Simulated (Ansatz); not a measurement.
# Be2Ge (model cell, started as antifluorite): a soft mode frozen in, part 2 of 2

Wanted: the energy along a soft mode of Be2Ge (model cell, started as antifluorite) and the structure at the end.

Ansatz 0.2.0; DFT PBEsol, scalar-relativistic, plane waves, PAW.

So far, highest frequency on the path or at a solved wavevector (cm⁻¹): step 2 (the dispersion) 533. Also lowest frequency on the path (cm⁻¹): step 2 -74.5.

The structure was built from a prototype and need not be the compound's stable phase.

### Step 4. The mode frozen in, largest atomic shift 0.14 Å

The atoms are moved along the unstable eigenvector, the largest shift by 0.14 Å, with the cell fixed.

The input, input.yaml:

```yaml
crystal:
  lattice:
    - [0.0, -2.6658020919, -2.6658020919]
    - [0.0, 2.6658020919, -2.6658020919]
    - [5.3316041838, 0.0, 0.0]
  atoms:
    - { symbol: Ge, position: [0.5295557663, 0.4835462793, 0.5] }
    - { symbol: Ge, position: [-0.0295557663, 0.0164537207, 0.0] }
    - { symbol: Be, position: [0.0324461696, 0.5180628107, 0.75] }
    - { symbol: Be, position: [0.4675538304, -0.0180628107, 0.25] }
    - { symbol: Be, position: [0.0324461696, 0.5180628107, 0.25] }
    - { symbol: Be, position: [0.4675538304, -0.0180628107, 0.75] }
kpoints:
  mp_grid: { grid: [8, 8, 6] }
hamiltonian:
  xc: pbesol
scf:
  occupations: { method: methfessel_paxton, width: 0.15 }
output:
  forces: true
  stress: true
  eigenvalues: true
```

Launch:

```sh
ansatz run input.yaml --threads 4 --pin off --max-ram 7168MiB --backend cpu --events-out ev --progress --plain --runs-dir out
```

Numbers of over 12 decimals in the logs are rounded to 6 here.

What it wrote:

```text
[...]
Crystal: 6 atoms, lattice volume = 75.778 Å³
Basis set: ecut = 420 eV, 1465 PW (Γ), exchange–correlation on 54×54×72 points (8 copies of the dense FFT grid, shifted against one another)
Bands: 24, of which v1, the nominal top of the filled ones, is band 18 counted from 1 (17 counted from 0)
Symmetry: 4 space group operations
[...]
k-points: 136 of 384
[...]
k-point 0: bands = [... 14 lower, 5.0851, 8.6562, 9.0143, 9.7430, 9.8039, 9.8651, 9.9739, 10.0198, ... 2 higher]
  k-point 1: bands = [... 14 lower, 5.2262, 8.2680, 8.3901, 9.0289, 9.2158, 9.3189, 9.8948, 11.3535, ... 2 higher]
  k-point 2: bands = [... 14 lower, 5.6464, 7.1856, 7.2666, 7.6055, 9.2805, 9.6986, 9.8166, 12.2728, ... 2 higher]
  k-point 135: bands = [... 14 lower, 3.3822, 3.3822, 3.9043, 3.9043, 12.5559, 12.5559, 12.6725, 12.6725, ... 2 higher]
[key lines of the parts left out:]
SCF converged after 7 iterations
Free energy (F): -8867.092663 eV
Fermi energy:    9.131010 eV
P = ⅓ Tr σ = -0.1846 GPa (-1.846 kbar)
```

It took 4.2 s on 4 threads of Intel Xeon 6975P-C (Granite Rapids), shared host; peak memory 0.55 GiB.

This step gave:

* pressure: -0.1846 GPa
* energy from the undistorted cell: -1.963 meV/atom

The energy, extrapolated to zero smearing, is -1.96 meV/atom against the undistorted cell.

The run ends at a pressure of -0.18 GPa, with forces up to 0.066 eV/Å.

### Step 5. Energy along the mode, all amplitudes (two of the runs are shown above)

An imaginary frequency means negative curvature, so the energy should fall and then rise again as anharmonic terms take over.

Numbers from this step:

* depth at the lowest point sampled: 1.963 meV/atom
* largest atomic shift at that point: 0.14 Å

Energy from the parent against largest atomic shift:

| largest atomic shift (Å) | energy from the parent (meV/atom) |
| --- | --- |
| 0.0000 | 0 |
| 0.0400 | -0.446 |
| 0.0800 | -1.47 |
| 0.1400 | -1.96 |
| 0.2200 | 5.49 |

Displacement at unit largest shift by atom:

| atom | x (Å) | y (Å) | z (Å) | size |
| --- | --- | --- | --- | --- |
| Ge1 | 0.00 | -0.88 | -0.25 | 0.91 |
| Ge2 | 0.00 | 0.88 | 0.25 | 0.91 |
| Be3 | 0.00 | -0.27 | -0.96 | 1.00 |
| Be4 | 0.00 | 0.27 | 0.96 | 1.00 |
| Be5 | 0.00 | -0.27 | -0.96 | 1.00 |
| Be6 | 0.00 | 0.27 | 0.96 | 1.00 |

The lowest of the steps tried is at 0.14 Å, 1.96 meV/atom below the parent; the bottom of the well need not coincide with a step.

### Step 6. Relaxing from the distorted cell

Starting from the lowest point found, all atoms and the cell are let go, so that strain and other modes of the same symmetry can join in.

Edit input.yaml of step 4 so:

```diff
@@ -22 +22,6 @@
   eigenvalues: true
+relax:
+  adjacent_minimum: "off"
+  f_tol: 0.002
+  max_steps: 120
+  cell: { stress_tol: 0.03 }
```

What it wrote:

```text
[...]
Crystal: 6 atoms, lattice volume = 75.778 Å³
Basis set: ecut = 420 eV, 1465 PW (Γ), exchange–correlation on 54×54×72 points (8 copies of the dense FFT grid, shifted against one another)
Bands: 24, of which v1, the nominal top of the filled ones, is band 18 counted from 1 (17 counted from 0)
Symmetry: 4 space group operations
[...]
k-points: 136 of 384
[...]
SCF iter   1: F=—  HF=-8867.094777 eV  |F-HF|=—  |Δ(HF+E_count)|=         —  Δρ=2.57e-3  dr2=6.72e-3  ethr=1.77e-3  ⟨swp⟩=6.1  Hψ=15290  notcnv=0
[...]
SCF iter   7: F=-8867.092663 eV  HF=-8867.092663 eV  |F-HF|=1.31e-7  |Δ(HF+E_count)|=   1.56e-8  S|Δr|=    0.00e0  Δρ=1.39e-5  dr2=9.03e-8  ethr=2.78e-10  ⟨swp⟩=7.1  Hψ=12637  notcnv=0
SCF 1 converged in 7 iterations: F = -8867.092663 eV  dr2 = 9.03e-8
[...]
relax step   1: F+E_penalty+E_count = -8867.09266267 eV  Δ(F+E_penalty+E_count) = +0.000e0 eV  max|allowed force component| = 6.514e-2 eV/Å  Δτ_max = 0.0000 Å  P = -0.185 GPa  Ω = 75.778 Å³  (7 SCF iters, dr2 threshold 1.00e-7 eV, accepted)
Crystal: 6 atoms, lattice volume = 75.553 Å³
Basis set: ecut = 420 eV, 1479 PW (Γ), exchange–correlation on 54×54×72 points (8 copies of the dense FFT grid, shifted against one another)
[...]
SCF iter   5: F=-8867.106376 eV  HF=-8867.106377 eV  |F-HF|=3.78e-8  |Δ(HF+E_count)|=   1.10e-7  S|Δr|=    0.00e0  Δρ=1.29e-5  dr2=1.71e-7  ethr=1.67e-9  ⟨swp⟩=4.3  Hψ=10641  notcnv=0
SCF 2 converged in 5 iterations: F = -8867.106376 eV  dr2 = 1.71e-7
relax step   2: F+E_penalty+E_count = -8867.10637648 eV  Δ(F+E_penalty+E_count) = -1.371e-2 eV  max|allowed force component| = 5.786e-2 eV/Å  Δτ_max = 0.0074 Å  P = -0.040 GPa  Ω = 75.553 Å³  energy of the carried Pulay correction = +2.979e-5 eV  (5 SCF iters, dr2 threshold 6.00e-7 eV, accepted)
Crystal: 6 atoms, lattice volume = 75.441 Å³
Basis set: ecut = 420 eV, 1485 PW (Γ), exchange–correlation on 54×54×72 points (8 copies of the dense FFT grid, shifted against one another)
[...]
SCF iter   5: F=-8867.108633 eV  HF=-8867.108633 eV  |F-HF|=1.81e-8  |Δ(HF+E_count)|=   1.07e-7  S|Δr|=    0.00e0  Δρ=1.06e-5  dr2=6.92e-8  ethr=9.23e-10  ⟨swp⟩=4.0  Hψ=9857  notcnv=0
SCF 3 converged in 5 iterations: F = -8867.108633 eV  dr2 = 6.92e-8
relax step   3: F+E_penalty+E_count = -8867.10863282 eV  Δ(F+E_penalty+E_count) = -2.256e-3 eV  max|allowed force component| = 2.799e-2 eV/Å  Δτ_max = 0.0109 Å  P = +0.026 GPa  Ω = 75.441 Å³  energy of the carried Pulay correction = +4.471e-5 eV  (5 SCF iters, dr2 threshold 3.32e-7 eV, accepted)
[... from here on, the SCF cycles and remarks between the steps are left out ...]
relax step   4: F+E_penalty+E_count = -8867.11089604 eV  Δ(F+E_penalty+E_count) = -2.263e-3 eV  max|allowed force component| = 3.166e-2 eV/Å  Δτ_max = 0.0217 Å  P = +0.042 GPa  Ω = 75.329 Å³  energy of the carried Pulay correction = +5.955e-5 eV  (6 SCF iters, dr2 threshold 4.90e-8 eV, accepted)
relax step   5: F+E_penalty+E_count = -8867.11365193 eV  Δ(F+E_penalty+E_count) = -2.756e-3 eV  max|allowed force component| = 3.041e-2 eV/Å  Δτ_max = 0.0349 Å  P = -0.018 GPa  Ω = 75.233 Å³  energy of the carried Pulay correction = +7.233e-5 eV  (6 SCF iters, dr2 threshold 6.58e-8 eV, accepted)
relax step   6: F+E_penalty+E_count = -8867.08664635 eV  Δ(F+E_penalty+E_count) = +2.701e-2 eV  max|allowed force component| = 1.839e-1 eV/Å  Δτ_max = 0.1383 Å  P = -0.581 GPa  Ω = 74.751 Å³  energy of the carried Pulay correction = +1.367e-4 eV  (7 SCF iters, dr2 threshold 7.29e-8 eV, rejected (line search))
relax step   7: F+E_penalty+E_count = -8867.12490981 eV  Δ(F+E_penalty+E_count) = -1.126e-2 eV  max|allowed force component| = 4.936e-2 eV/Å  Δτ_max = 0.0692 Å  P = -0.062 GPa  Ω = 75.107 Å³  energy of the carried Pulay correction = +8.915e-5 eV  (10 SCF iters, accepted)
relax step   8: F+E_penalty+E_count = -8867.08358794 eV  Δ(F+E_penalty+E_count) = +4.132e-2 eV  max|allowed force component| = 2.783e-1 eV/Å  Δτ_max = 0.0972 Å  P = -0.010 GPa  Ω = 74.721 Å³  energy of the carried Pulay correction = +1.408e-4 eV  (7 SCF iters, dr2 threshold 6.00e-7 eV, rejected (line search))
relax step   9: F+E_penalty+E_count = -8867.12633286 eV  Δ(F+E_penalty+E_count) = -1.423e-3 eV  max|allowed force component| = 1.586e-2 eV/Å  Δτ_max = 0.0164 Å  P = +0.000 GPa  Ω = 74.954 Å³  energy of the carried Pulay correction = +1.096e-4 eV  (9 SCF iters, accepted)
relax step  10: F+E_penalty+E_count = -8867.12704771 eV  Δ(F+E_penalty+E_count) = -7.149e-4 eV  max|allowed force component| = 4.871e-3 eV/Å  Δτ_max = 0.0063 Å  P = +0.047 GPa  Ω = 74.951 Å³  energy of the carried Pulay correction = +1.099e-4 eV  (4 SCF iters, dr2 threshold 6.00e-7 eV, accepted)
relax step  11: F+E_penalty+E_count = -8867.12714455 eV  Δ(F+E_penalty+E_count) = -9.684e-5 eV  max|allowed force component| = 1.605e-3 eV/Å  Δτ_max = 0.0031 Å  P = -0.010 GPa  Ω = 74.967 Å³  energy of the carried Pulay correction = +1.078e-4 eV  (4 SCF iters, dr2 threshold 9.53e-8 eV, accepted)
relax step  12: F+E_penalty+E_count = -8867.12715277 eV  Δ(F+E_penalty+E_count) = -8.217e-6 eV  max|allowed force component| = 3.822e-4 eV/Å  Δτ_max = 0.0010 Å  P = -0.000 GPa  Ω = 74.968 Å³  energy of the carried Pulay correction = +1.076e-4 eV  (5 SCF iters, dr2 threshold 4.74e-9 eV, accepted)
[...]
SCF iter   6: F=-8867.127159 eV  HF=-8867.127159 eV  |F-HF|=1.82e-12  |Δ(HF+E_count)|=  1.46e-11  S|Δr|=    0.00e0  Δρ=3.54e-8  dr2=8.99e-13  ethr=1.00e-12  ⟨swp⟩=5.0  Hψ=12249  notcnv=0
SCF 13 converged in 6 iterations: F = -8867.127159 eV  dr2 = 8.99e-13
relax step  13: F+E_penalty+E_count = -8867.12715863 eV  Δ(F+E_penalty+E_count) = -5.860e-6 eV  max|allowed force component| = 3.392e-4 eV/Å  Δτ_max = 0.0000 Å  P = +0.004 GPa  Ω = 74.968 Å³  stress off target by 1.54e-2 GPa  SCF on the basis re-selected at this cell (its energy is not comparable with the rows above)  (6 SCF iters)
basis re-selected at this cell: Δ(F+E_penalty+E_count) = -5.860e-6 eV, ΔP = +0.004 GPa vs the last step (what re-selecting the basis moved, of the pressure what is left beyond the Pulay correction that the steps carried, after the strain that the cell walked since its last selection, with what the two solves' SCF thresholds leave and, on support functions, any second-order correction that the steps lacked; it is no m [...]
SCF converged after 6 iterations
[...]
Free energy (F): -8867.127159 eV
[...]
Internal energy: -8867.127778 eV  (E = F + TS)
E sigma→0 (E₀):  -8867.127314 eV
Entropy (-TS):   0.000620 eV (0.103 meV/atom)
Fermi energy:    8.996098 eV
[...]
--- Forces (eV/Å), atoms counted from 1 ---
  atom   1  Ge     0.00000000    -0.00033919    -0.00013891
  atom   2  Ge     0.00000000     0.00033919     0.00013891
  atom   3  Be     0.00001081     0.00022963     0.00028197
  atom   4  Be     0.00001081    -0.00022963    -0.00028197
  atom   5  Be    -0.00001081     0.00022963     0.00028197
  atom   6  Be    -0.00001081    -0.00022963    -0.00028197
  max |Σ_I F_I| component: 0.00e0 eV/Å
--- Stress (GPa, compression-positive) ---
       -0.000376       0.000000       0.000000
        0.000000       0.004853       0.009219
        0.000000       0.009219       0.007306
  P = ⅓ Tr σ = 0.0039 GPa (0.039 kbar)
--- Band table (eV; the first three rows and the last of 136) ---
  k-point 0: bands = [... 14 lower, 5.0029, 7.5679, 8.9971, 9.8999, 10.0580, 10.1027, 10.2236, 10.2437, ... 2 higher]
  k-point 1: bands = [... 14 lower, 5.1571, 7.5670, 8.6808, 8.8085, 9.2671, 9.4403, 9.8882, 11.6631, ... 2 higher]
  k-point 2: bands = [... 14 lower, 5.6166, 7.0200, 7.4047, 7.9444, 8.6735, 9.5263, 9.8268, 12.5236, ... 2 higher]
  k-point 135: bands = [... 14 lower, 3.3554, 3.3554, 4.0279, 4.0279, 13.1610, 13.1610, 13.3532, 13.3532, ... 2 higher]
--- Relaxed structure (12 steps of the walk, 10 accepted, 1 SCFs on fresh bases) ---
  F+E_penalty+E_count = -8867.12715863 eV   max|allowed force component| = 3.392e-4 eV/Å   (the final SCF, on the basis selected at the relaxed cell)
  cell:  # Å, volume = 74.9684 Å³
    - [0.0, -2.751914, -2.751845]
    - [0.0, 2.668182, -2.668113]
    - [5.105154, 0.0, 0.0]
  atoms:
    - { symbol: Ge, position: [0.556123, 0.500015, 0.5] }
    - { symbol: Ge, position: [-0.056123, -1.5011473433534234e-5, 0] }
    - { symbol: Be, position: [0.061573, 0.499991, 0.749386] }
    - { symbol: Be, position: [0.438427, 9.151553390263079e-6, 0.249386] }
    - { symbol: Be, position: [0.061573, 0.499991, 0.250614] }
    - { symbol: Be, position: [0.438427, 9.151553390263079e-6, 0.750614] }
```

It took 56 s on 4 threads; peak memory 0.58 GiB; 3.4 min of CPU time.

The steps of the relaxation:

| step | energy less that of the first step (eV) | largest force component (eV/Å) | pressure (GPa) | volume (Å³) |
| --- | --- | --- | --- | --- |
| 1 | 0.0000 | 0.0651 | -0.18 | 75.78 |
| 2 | -0.0137 | 0.0579 | -0.04 | 75.55 |
| 3 | -0.0160 | 0.0280 | 0.03 | 75.44 |
| 4 | -0.0182 | 0.0317 | 0.04 | 75.33 |
| 5 | -0.0210 | 0.0304 | -0.02 | 75.23 |
| 6 | 0.0060 | 0.1839 | -0.58 | 74.75 |
| 7 | -0.0322 | 0.0494 | -0.06 | 75.11 |
| 8 | 0.0091 | 0.2783 | -0.01 | 74.72 |
| 9 | -0.0337 | 0.0159 | 0.00 | 74.95 |
| 10 | -0.0344 | 0.0049 | 0.05 | 74.95 |
| 11 | -0.0345 | 0.0016 | -0.01 | 74.97 |
| 12 | -0.0345 | 0.0004 | 0.00 | 74.97 |
| 13* | -0.0345 | 0.0003 | 0.00 | 74.97 |

Relaxation steps marked * repeat the geometry before them on a plane-wave basis chosen anew for their cell, so energy and pressure can jump there. Relaxation steps 6, 8 were tried and not accepted.

Forces are held to the 4 operations that the run works with; a distortion that breaks them can't arise in this run.

| cell as run | before | after | change |
| --- | --- | --- | --- |
| a (Å) | 3.770 | 3.892 | +3.2 % |
| b (Å) | 3.770 | 3.773 | +0.1 % |
| c (Å) | 5.332 | 5.105 | -4.2 % |
| volume (Å³/atom) | 12.63 | 12.49 | -1.1 % |

The atoms that moved most (Å, as changes of fractional coordinates times the final cell):

| atom | dx | dy | dz | length |
| --- | --- | --- | --- | --- |
| Be4 | -0.003 | 0.128 | 0.032 | 0.132 |
| Be5 | 0.003 | -0.128 | -0.032 | 0.132 |
| Be3 | -0.003 | -0.128 | -0.032 | 0.132 |
| Be6 | 0.003 | 0.128 | 0.032 | 0.132 |
| Ge1 | 0.000 | -0.029 | -0.117 | 0.121 |
| Ge2 | 0.000 | 0.029 | 0.117 | 0.121 |

Numbers from this step:

```
pressure        : 0.003928 GPa
volume per atom : 12.49 Å³
```

The distorted start has space group P2_1/m; the relaxation ends in Pmmn.

### Step 7. Modes of the new phase, k-mesh 8×8×6

A relaxed structure may still be a saddle point, so its zone-centre modes are computed. No field response is asked, since the mesh shows no gap.

The input, input.yaml:

```yaml
crystal:
  lattice:
    - [0.0, -2.7519141063, -2.7518448478]
    - [0.0, 2.6681818396, -2.6681125812]
    - [5.1051543267, 0.0, 0.0]
  atoms:
    - { symbol: Ge, position: [0.5561234363, 0.5000150115, 0.5] }
    - { symbol: Ge, position: [-0.0561234363, -1.50115e-05, 0.0] }
    - { symbol: Be, position: [0.061572526, 0.4999908484, 0.749386228] }
    - { symbol: Be, position: [0.438427474, 9.1516e-06, 0.249386228] }
    - { symbol: Be, position: [0.061572526, 0.4999908484, 0.250613772] }
    - { symbol: Be, position: [0.438427474, 9.1516e-06, 0.750613772] }
kpoints:
  mp_grid: { grid: [8, 8, 6] }
hamiltonian:
  xc: pbesol
scf:
  occupations: { method: methfessel_paxton, width: 0.15 }
output:
  eigenvalues: true
phonons:
  method: dfpt
```

What it wrote:

```text
[...]
Crystal: 6 atoms, lattice volume = 74.968 Å³
Basis set: ecut = 420 eV, 1477 PW (Γ), exchange–correlation on 60×60×72 points (8 copies of the dense FFT grid, shifted against one another)
Bands: 24, of which v1, the nominal top of the filled ones, is band 18 counted from 1 (17 counted from 0)
Symmetry: 4 space group operations
k-points: 196 of 384 (irreducible under 1 space group operation, time reversal used)
[...]
SCF iter   1: F=—  HF=-8867.129853 eV  |F-HF|=—  |Δ(HF+E_count)|=         —  Δρ=2.50e-3  dr2=6.08e-3  ethr=1.77e-3  ⟨swp⟩=6.1  Hψ=22176  notcnv=0
[...]
SCF iter  10: F=-8867.127159 eV  HF=-8867.127159 eV  |F-HF|=0.00e0  |Δ(HF+E_count)|=  1.87e-10  S|Δr|=    0.00e0  Δρ=3.89e-8  dr2=1.34e-12  ethr=1.00e-12  ⟨swp⟩=7.2  Hψ=25865  notcnv=0
SCF 1 converged in 10 iterations: F = -8867.127159 eV  dr2 = 1.34e-12
[...]
DFPT response loops at Γ: preconditioner auto → Kerker (q_TF=auto, 2.414 Å⁻¹) (partly filled bands, converged f_vac=0.000); β = 1.00, the filter's whole step (`scf.mixing.beta` (0.50) is not read by the response loops under this deck's `scf.mixing.preconditioner`; to damp them name `kerker` or `kerker_dos`, under which they read `scf.mixing.beta`, and type it under 1.00, their step now; both keys bind the ground state too); Broyden in place of MSR1
SCF converged after 10 iterations
[...]
Free energy (F): -8867.127159 eV
[...]
Internal energy: -8867.127778 eV  (E = F + TS)
E sigma→0 (E₀):  -8867.127314 eV
Entropy (-TS):   0.000620 eV (0.103 meV/atom)
Fermi energy:    8.996098 eV
[...]
--- Band table (eV; the first three rows and the last of 196) ---
  k-point 0: bands = [... 14 lower, 5.0029, 7.5679, 8.9971, 9.8999, 10.0580, 10.1027, 10.2236, 10.2437, ... 2 higher]
  k-point 1: bands = [... 14 lower, 5.1571, 7.5670, 8.6808, 8.8085, 9.2671, 9.4403, 9.8882, 11.6631, ... 2 higher]
  k-point 2: bands = [... 14 lower, 5.6166, 7.0200, 7.4047, 7.9444, 8.6735, 9.5263, 9.8268, 12.5236, ... 2 higher]
  k-point 195: bands = [... 14 lower, 3.3554, 3.3554, 4.0279, 4.0279, 13.1610, 13.1610, 13.3532, 13.3532, ... 2 higher]
--- Phonons (Γ-DFPT): 6 representative perturbations + reference, on 196 of 384 k-points (Σ response iterations 18) ---
  k mesh reduced under 1 symmetry operation, with k and −k counted as one. Each operation leaves every solved perturbation unchanged. A smaller set is not used because it would not reduce the number of displacements times k-points to solve
  ASR residual: 7.951e-5 → 0.000e0 eV/Å²; symmetrization residual: 1.604e-6 eV/Å²
  ASR residual per site (eV/Å²): 7.43e-6 7.43e-6 7.95e-5 7.95e-5 7.95e-5 7.95e-5
  Γ frequencies (cm⁻¹): 0.00 0.00 0.00 103.71 130.36 194.45 324.91 348.75 358.84 377.19 387.96 417.18 418.15 447.27 454.94 458.36 472.33 550.07
  non-analytic LO–TO correction: not included (Born effective charges unavailable; polar crystals: no LO–TO splitting at Γ)
```

Elapsed: 67 s, on 4 threads; peak memory 1.5 GiB; 3.8 min of CPU time.

Numbers from this step:

```
sum-rule residual before enforcement                    : 7.95e-5 eV/Å²
point group                                             : 2/m
highest optical mode at the zone centre (no LO-TO term) : 550.1 cm⁻¹
lowest optical zone-centre mode                         : 103.7 cm⁻¹
```

Patterns of degenerate modes are one choice out of their space. Modes at Γ, with each element's share of the kinetic energy:

| mode | frequency (cm⁻¹) | symmetry | Ge % | Be % |
| --- | --- | --- | --- | --- |
| 1 | 0.0 | acoustic | 80 | 20 |
| 2 | 0.0 | acoustic | 80 | 20 |
| 3 | 0.0 | acoustic | 80 | 20 |
| 4 | 103.7 | Ag | 88 | 12 |
| 5 | 130.4 | Ag | 84 | 16 |
| 6 | 194.4 | Bg | 97 | 3 |
| 7 | 324.9 | Au | 8 | 92 |
| 8 | 348.8 | Au | 0 | 100 |
| 9 | 358.8 | Bg | 2 | 98 |
| 10 | 377.2 | Bu | 20 | 80 |
| 11 | 388.0 | Bu | 16 | 84 |
| 12 | 417.2 | not assigned | 12 | 88 |
| 13 | 418.1 | not assigned | 4 | 96 |
| 14 | 447.3 | Bg | 0 | 100 |
| 15 | 454.9 | Ag | 12 | 88 |
| 16 | 458.4 | Bg | 1 | 99 |
| 17 | 472.3 | Ag | 12 | 88 |
| 18 | 550.1 | Bu | 4 | 96 |

Displacements in mode 4 (103.7 cm⁻¹), the largest set to 1:
```
Ge1  0.00  1.00 -1.00
Ge2  0.00 -1.00  1.00
Be3  0.00 -0.73  0.73
Be4  0.00  0.73 -0.73
Be5  0.00 -0.73  0.73
Be6  0.00  0.73 -0.73
```

Displacements in mode 7 (324.9 cm⁻¹), the largest set to 1:
```
Ge1 -0.25  0.00  0.00
Ge2 -0.25  0.00  0.00
Be3  1.00 -0.95 -0.95
Be4  1.00  0.95  0.95
Be5  1.00  0.95  0.95
Be6  1.00 -0.95 -0.95
```

Before it was imposed, the acoustic sum rule was missed by 8.0e-5 eV/Å². Small misses are needed for a sound result but don't prove that mesh and cutoff are converged. The lowest optical mode is real, 104 cm⁻¹.

### Step 8. Results

| Property | Result |
| --- | --- |
| unstable mode of the parent | q = (0, -0.5, -0.5), 74i cm⁻¹ |
| depth at the lowest point sampled | 1.96 meV/atom |
| largest atomic shift at that point | 0.14 Å |
| space group reached (within 0.01 Å) | Pmmn |
| energy gained over the parent (first relaxation, on the mesh of the frozen mode) | 7.70 meV/atom |
| volume per atom, phase reached | 12.5 Å³ |
| lowest optical zone-centre mode, phase reached | 104 cm⁻¹ |
| highest optical mode at the zone centre (no LO-TO term), phase reached | 550 cm⁻¹ |

What this shows: Along this mode the structure falls into Pmmn, 7.70 meV/atom below the parent. At the parent's cell the well is 1.963 meV/atom deep on the steps tried, with its lowest point at a shift of 0.14 Å. Relaxing atoms and cell changes the gain by +5.74 meV/atom against the lowest step (energies at zero smearing). Most of the total comes from this relaxation. The new phase has no imaginary mode at the zone centre of its cell; other wavevectors were not checked. Of the 5 patterns followed to their end from this parent, this one reaches the lowest energy. Each path keeps the symmetry of its pattern, so a lower phase may lie along a pattern not tried. With no gap, or one that is small against the smearing, the frequencies hang on the k mesh and the smearing, most of all near Kohn anomalies. The starting cell was built on a prototype and not taken from a measurement, so the phase need not exist.

[Logs are printed without paths, hosts, clocks, repeated set-up lines and the standing remarks that a program may print on its own settings, such as how far it seeks lower states.]

[Hosts, paths, dates, database ids (printed as entryN), source tags and the programs' standing remarks are cut or masked in the printed files.]
